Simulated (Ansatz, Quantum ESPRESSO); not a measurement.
# arsenene, 2 layers, AB stacking: the dipole at a withheld member of a series

**Set-up.** Quantum ESPRESSO 7.5, PBE, GBRV ultrasoft. Cell and atoms are relaxed without a field with a D3(BJ) correction and then held. Sawtooth field with dipole correction, 17 Å of vacuum in the starting cell, Fermi-Dirac smearing of 0.002 Ry; bands along a path at each field. The series steps the field along the normal.

| field along the normal | dipole (e Å) |
| --- | --- |
| 0 V/Å | 0.0001 |
| 0.05 V/Å | 0.0241 |
| 0.1 V/Å | 0.0482 |
| 0.2 V/Å | 0.0965 |
| 0.4 V/Å | 0.1932 |

To predict: What is the dipole at 0.3 V/Å?

**Worked estimate.** The rows at 0.2 V/Å and 0.4 V/Å give a slope of (0.1932 − (0.0965))/(0.4 − (0.2)) = 0.4835, so a straight line gives 0.1448 e Å. A parabola through these and the row at 0.1 V/Å gives 0.1448 e Å.

**The withheld run.** 0.1448 e Å. The line misses by 0.0000 and the parabola by 0.0000 e Å. Both misses are under 5 % of the step from the nearer row.

**Limits.** Ions are held; semilocal gaps are too small; in strong fields empty levels can belong to the vacuum; one stacking. Members without a usable value, or on the other side of zero field or charge, are not listed.
